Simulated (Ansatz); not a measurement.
# Li3Cr, from a guessed structure to a relaxed one, part 2 of 2

Starting from a made-up structure for Li3Cr, the aim is the relaxed cell, its shortest contacts and, where a second run follows, its electronic structure.

Ansatz 0.2.0; DFT, PBEsol, plane-wave PAW, files of the set soft_1, scalar-relativistic, ferromagnetic start, cell and ions relaxed at zero pressure; PAW set soft_1 (the session's first sound run).

So far: Set-up; Relaxation of the guess. The relaxed cell has a, b, c = 2.837, 3.993, 9.714 Å (conventional setting).

### 3. Electronic structure of the relaxed cell

A second self-consistent run takes a narrower smearing and the mesh shown in its input; the bands follow along the standard path of the relaxed lattice.

This step: DFT, PBEsol, plane-wave PAW, files of the set soft_1, scalar-relativistic, no spin, bands and density of states at the relaxed cell; PAW set soft_1 (Ansatz 0.2.0).

input.yaml reads:

```yaml
crystal:
  lattice:
    - [1.4184553502, -1.9966081144, 0.0]
    - [1.4184553502, 1.9966081144, 0.0]
    - [0.0, 0.0, 9.7144881493]
  atoms:
    - { symbol: Cr, position: [0.0, 0.0, 0.0] }
    - { symbol: Li, position: [0.5, 0.5, 0.2341224572] }
    - { symbol: Li, position: [0.0, 0.0, 0.5] }
    - { symbol: Li, position: [0.5, 0.5, 0.7658775428] }
kpoints:
  mp_grid: { grid: [14, 14, 4] }
  band_path:
    path:
      - [[0.0, 0.0, 0.0], [0.37617859, 0.37617859, 0.0], [0.0, 0.5, 0.0], [0.0, 0.5, 0.5], [0.37617859, 0.37617859, 0.5], [0.0, 0.0, 0.5], [0.0, 0.0, 0.0], [-0.5, 0.5, 0.0], [-0.37617859, 0.62382141, 0.0], [-0.37617859, 0.62382141, 0.5], [-0.5, 0.5, 0.5], [-0.5, 0.5, 0.0]]
      - [[0.0, 0.0, 0.5], [-0.5, 0.5, 0.5]]
    npoints: 6
scf:
  occupations: { method: fermi_dirac, width: 0.03 }
  n_extra_bands: 8
hamiltonian:
  xc: pbesol
  pseudopotentials: { kind: paw, azcp: { folder: soft_1 }, xc_functional: pbe }
output:
  forces: true
  stress: true
  write_bands: true
  dos: { projected: true }
  write_density: true
  write_potential: true
  elf: true
  volumetric_format: npy
```

Launch:

```
> ansatz run input.yaml --threads 4 --pin off --max-ram 8192MiB --backend cpu --events-out ev --progress --plain --runs-dir out
```

Numbers of over 12 decimals in the logs are rounded to 6 here.

Log:

```text
[...]
Crystal: 4 atoms, lattice volume = 55.025 Å³
Basis set: ecut = 420 eV, 1075 PW (Γ), exchange–correlation on 36×36×144 points (8 copies of the dense FFT grid, shifted against one another)
Bands: 20, of which v1, the nominal top of the filled ones, is band 12 counted from 1 (11 counted from 0)
Symmetry: 8 space group operations
[...]
k-points: 171 of 784
[...]
SCF iter   1: F=—  HF=-3970.833439 eV  |F-HF|=—  |Δ(HF+E_count)|=         —  Δρ=3.21e-1  dr2=2.32e2  ethr=3.10e-3  ⟨swp⟩=3.7  Hψ=13714  notcnv=0
[...]
SCF iter  12: F=-3956.677057 eV  HF=-3956.677057 eV  |F-HF|=4.51e-9  |Δ(HF+E_count)|=   2.49e-8  Δρ=1.88e-6  dr2=4.98e-9  ethr=4.35e-10  ⟨swp⟩=11.7  Hψ=19490  notcnv=0
SCF 1 converged in 12 iterations: F = -3956.677057 eV  dr2 = 4.98e-9
[...]
NSCF: frozen V_eff on 74 k-points
SCF converged after 12 iterations
Free energy (F): -3956.677057 eV
[...]
Internal energy: -3956.669342 eV  (E = F + TS)
E sigma→0 (E₀):  -3956.673200 eV
Entropy (-TS):   -0.007716 eV (-1.929 meV/atom)
Fermi energy:    5.603536 eV
[...]
--- Forces (eV/Å), atoms counted from 1 ---
  atom   1  Cr    -0.00000000     0.00000000     0.00000000
  atom   2  Li     0.00000000     0.00000000     0.00913935
  atom   3  Li     0.00000000     0.00000000     0.00000000
  atom   4  Li     0.00000000     0.00000000    -0.00913935
  max |Σ_I F_I| component: 1.91e-31 eV/Å
--- Stress (GPa, compression-positive) ---
       -0.405375       0.000000       0.000000
        0.000000       0.382860       0.000000
        0.000000       0.000000       0.083592
  P = ⅓ Tr σ = 0.0204 GPa (0.204 kbar)
--- Band table (eV; the first three rows and the last of 171) ---
  k-point 0: bands = [... 8 lower, 2.1585, 2.7700, 3.8553, 4.2959, 4.6765, 6.9464, 6.9978, 7.3974, ... 4 higher]
  k-point 1: bands = [... 8 lower, 2.0729, 2.9248, 3.8910, 4.2959, 4.5094, 6.9482, 6.9978, 7.3974, ... 4 higher]
  k-point 2: bands = [... 8 lower, 2.0082, 3.0680, 3.9767, 4.2865, 4.2959, 6.9498, 6.9978, 7.3974, ... 4 higher]
  k-point 170: bands = [... 8 lower, 3.7370, 5.8242, 6.3371, 7.3888, 7.4654, 8.8067, 10.4929, 11.4521, ... 4 higher]
```

It took 4.2 s on 4 threads of Intel Xeon Platinum 8259CL at 2.50GHz (Skylake/Cascade Lake), shared host; peak memory 0.52 GiB.

This step gave:

```yaml
free_energy: -3956.6771 eV
energy_at_zero_smearing: -3956.6732 eV
smearing_term_ts: 0.007716 eV
fermi_energy: 5.604 eV
pressure: 0.02036 GPa
```

From bands.tsv, the bands that come nearest the Fermi level along the path, at its corners, in eV from the Fermi level:

| point | band 7 | band 8 | band 9 | band 10 | band 11 | band 12 | band 13 | band 14 |
| --- | --- | --- | --- | --- | --- | --- | --- | --- |
| Γ | -42.10 | -5.62 | -3.45 | -2.83 | -1.75 | -1.31 | -0.93 | 1.34 |
| X | -42.53 | -2.14 | -1.28 | -0.52 | 0.49 | 0.58 | 2.84 | 3.91 |
| S | -42.21 | -2.64 | -2.09 | -0.78 | 0.45 | 0.56 | 1.21 | 1.48 |
| R | -42.21 | -2.64 | -2.09 | -0.78 | 0.45 | 0.56 | 1.21 | 1.48 |
| A | -42.53 | -2.14 | -1.28 | -0.52 | 0.49 | 0.59 | 2.95 | 3.79 |
| Z | -42.10 | -5.62 | -3.60 | -2.54 | -1.63 | -1.32 | -1.31 | 1.35 |
| Γ | -42.10 | -5.62 | -3.45 | -2.83 | -1.75 | -1.31 | -0.93 | 1.34 |
| Y | -42.52 | -3.03 | -1.86 | 0.22 | 0.73 | 1.30 | 3.02 | 3.20 |
| X1 | -42.53 | -2.14 | -1.28 | -0.52 | 0.49 | 0.58 | 2.84 | 3.91 |
| A1 | -42.53 | -2.14 | -1.28 | -0.52 | 0.49 | 0.59 | 2.95 | 3.79 |
| T | -42.52 | -3.03 | -1.87 | 0.22 | 0.73 | 1.79 | 1.86 | 3.20 |
| Y | -42.52 | -3.03 | -1.86 | 0.22 | 0.73 | 1.30 | 3.02 | 3.20 |
| Z | -42.10 | -5.62 | -3.60 | -2.54 | -1.63 | -1.32 | -1.31 | 1.35 |
| T | -42.52 | -3.03 | -1.87 | 0.22 | 0.73 | 1.79 | 1.86 | 3.20 |

Counts of states for the cell as run, both spins, by energy window (eV from the Fermi level):

| from | to | total |
| --- | --- | --- |
| -8 | -7 | 0.00 |
| -7 | -6 | 0.00 |
| -6 | -5 | 0.13 |
| -5 | -4 | 0.25 |
| -4 | -3 | 0.53 |
| -3 | -2 | 2.10 |
| -2 | -1 | 3.12 |
| -1 | 0 | 2.90 |
| 0 | 1 | 2.70 |
| 1 | 2 | 2.91 |
| 2 | 3 | 1.84 |
| 3 | 4 | 0.98 |
| 4 | 5 | 1.11 |
| 5 | 6 | 1.27 |

A further 14.0 states lie below the table's range.

Electrostatic potential energy in the ac plane of the cell as run, not the conventional one, at fractional y = 0.000, with atoms of Cr and Li within 0.2 Å of it. With pseudopotentials it is smooth inside the atoms' cores, unlike the true potential.

Ten even steps from '_' (-28 eV) to '@' (8 eV), each cell a mean:
```
..______--##%%%%##--______
....--++##%%@@@@%%##++--..
%%%%%%@@@@@@@@@@@@@@@@%%%%
@@@@@@@@@@@@@@@@@@@@@@@@@@
@@@@@@@@@@@@@@@@@@@@@@@@@@
@@@@@@@@@@@@@@@@@@@@@@@@@@
@@@@@@@@@@@@@@@@@@@@@@@@@@
@@@@@@@@@@@@@@@@@@@@@@@@@@
@@@@@@@@@@@@@@@@@@@@@@@@@@
%%%%%%@@@@@@@@@@@@@@@@%%%%
----++##%%@@@@@@@@%%##++--
____..==##%%@@@@%%##==..__
__..::++%%%%@@@@%%%%++::..
****##%%@@@@@@@@@@@@%%##**
@@@@@@@@@@@@@@@@@@@@@@@@@@
@@@@@@@@@@@@@@@@@@@@@@@@@@
@@@@@@@@@@@@@@@@@@@@@@@@@@
@@@@@@@@@@@@@@@@@@@@@@@@@@
@@@@@@@@@@@@@@@@@@@@@@@@@@
@@@@@@@@@@@@@@@@@@@@@@@@@@
@@@@@@@@@@@@@@@@@@@@@@@@@@
++++**##%%@@@@@@@@%%##**++
______::++%%%%%%%%++::____
--::____::**%%%%**::____::
```
Columns run along a (2.4 Å; values clipped at the 3rd and 97th percentile), rows up along c (9.7 Å). Atoms in or near the plane, at fractional coordinates: Cr at (0.00, 0.00), Li at (0.00, 0.50).

Valence density in the ac plane of the cell as run, not the conventional one, at fractional y = 0.000, with atoms of Cr and Li within 0.2 Å of it. It is the smooth field of the valence electrons, not physical close to the nuclei.

Ten steps, logarithmic in the rise over the least value, from '0' (0 e/Å³) to '9' (21 e/Å³), each cell a mean:
```
9875321123578
5542111111245
1111000000111
0000000000000
0000000000000
0000000000000
0000000000000
0000000000000
0000000000000
0000000000000
4320000000023
7751000000157
6641000000146
1100000000001
0000000000000
0000000000000
0000000000000
0000000000000
0000000000000
0000000000000
1000000000000
3221111111122
7764211112467
9986422224689
```
Columns run along a (2.4 Å), rows up along c (9.7 Å). Atoms in or near the plane, at fractional coordinates: Cr at (0.00, 0.00), Li at (0.00, 0.50).

ELF in the ac plane of the cell as run, not the conventional one, at fractional y = 0.000, with atoms of Cr and Li within 0.2 Å of it. It is the smooth field of the valence electrons, not physical close to the nuclei.

Values, 24 rows by 13 columns, each cell a mean:
```
0.82 0.77 0.63 0.45 0.30 0.21 0.27 0.27 0.21 0.30 0.45 0.63 0.77
0.47 0.42 0.30 0.19 0.16 0.23 0.36 0.36 0.23 0.16 0.19 0.30 0.42
0.24 0.24 0.23 0.25 0.33 0.43 0.51 0.51 0.43 0.33 0.25 0.23 0.24
0.49 0.49 0.49 0.50 0.51 0.53 0.54 0.54 0.53 0.51 0.50 0.49 0.49
0.56 0.54 0.50 0.45 0.40 0.37 0.36 0.36 0.37 0.40 0.45 0.50 0.54
0.49 0.46 0.40 0.33 0.27 0.23 0.22 0.22 0.23 0.27 0.33 0.40 0.46
0.53 0.52 0.47 0.42 0.37 0.34 0.32 0.32 0.34 0.37 0.42 0.47 0.52
0.63 0.63 0.62 0.60 0.59 0.58 0.57 0.57 0.58 0.59 0.60 0.62 0.63
0.53 0.54 0.58 0.62 0.66 0.68 0.69 0.69 0.68 0.66 0.62 0.58 0.54
0.12 0.13 0.18 0.28 0.43 0.58 0.65 0.65 0.58 0.43 0.28 0.18 0.13
0.37 0.29 0.12 0.04 0.09 0.25 0.44 0.44 0.25 0.09 0.04 0.12 0.29
0.94 0.95 0.60 0.09 0.03 0.09 0.25 0.25 0.09 0.03 0.09 0.60 0.95
0.76 0.70 0.35 0.06 0.04 0.14 0.32 0.32 0.14 0.04 0.06 0.35 0.70
0.10 0.08 0.06 0.10 0.22 0.42 0.56 0.56 0.42 0.22 0.10 0.06 0.08
0.31 0.33 0.39 0.49 0.59 0.66 0.69 0.69 0.66 0.59 0.49 0.39 0.33
0.63 0.63 0.64 0.64 0.65 0.65 0.66 0.66 0.65 0.65 0.64 0.64 0.63
0.59 0.58 0.55 0.52 0.49 0.46 0.45 0.45 0.46 0.49 0.52 0.55 0.58
0.49 0.47 0.42 0.35 0.29 0.25 0.24 0.24 0.25 0.29 0.35 0.42 0.47
0.52 0.50 0.44 0.37 0.31 0.28 0.26 0.26 0.28 0.31 0.37 0.44 0.50
0.56 0.55 0.53 0.51 0.49 0.47 0.47 0.47 0.47 0.49 0.51 0.53 0.55
0.35 0.36 0.37 0.40 0.45 0.51 0.55 0.55 0.51 0.45 0.40 0.37 0.36
0.30 0.26 0.20 0.17 0.21 0.32 0.44 0.44 0.32 0.21 0.17 0.20 0.26
0.66 0.60 0.46 0.30 0.20 0.20 0.30 0.30 0.20 0.20 0.30 0.46 0.60
0.91 0.86 0.73 0.56 0.38 0.24 0.26 0.26 0.24 0.38 0.56 0.73 0.86
```
Columns run along a (2.4 Å), rows up along c (9.7 Å). Atoms in or near the plane, at fractional coordinates: Cr at (0.00, 0.00), Li at (0.00, 0.50).

### 4. Summary of results

* space group, relaxed: Cmmm
* conventional cell: a = 2.837, b = 3.993, c = 9.714 Å; α = 90.0°, β = 90.0°, γ = 90.0°
* volume per atom: 13.76 Å³ (guess 16.34)
* total moment: 0.00 μB in the cell of 4 atoms

In words: Li3Cr relaxes to Cmmm with a = 2.837, b = 3.993 and c = 9.714 Å. The guessed volume was 19 % too large. The space group Cmmm was held in the relaxation, so the end point is a stationary structure within it and may be a saddle against distortions or other arrangements. The moments died out from this one start and weren't seeded again at the relaxed cell. Bands cross the Fermi level, so it is a metal or semimetal at this level. The electron count is odd, which forces that without spin polarisation or a larger cell. On the 14×14×4 mesh with the narrower smearing (relaxed on 11×11×3) the largest force component is 0.009 eV/Å and the largest stress component is 0.405 GPa, against the relaxation's thresholds of 0.015 eV/Å and 0.05 GPa. The cutoff wasn't tested. A vector of the cell changed its length by 14 %, more than the volume shows. No dispersion term is used, so weakly bound directions may come out too long. Nothing here tests whether the compound is stable against decomposition.

[Logs are printed without paths, hosts, clocks, repeated set-up lines and the standing remarks that a program may print on its own settings, such as how far it seeks lower states.]

[Hosts, paths, dates, database ids (printed as entryN), source tags and the programs' standing remarks are cut or masked in the printed files.]
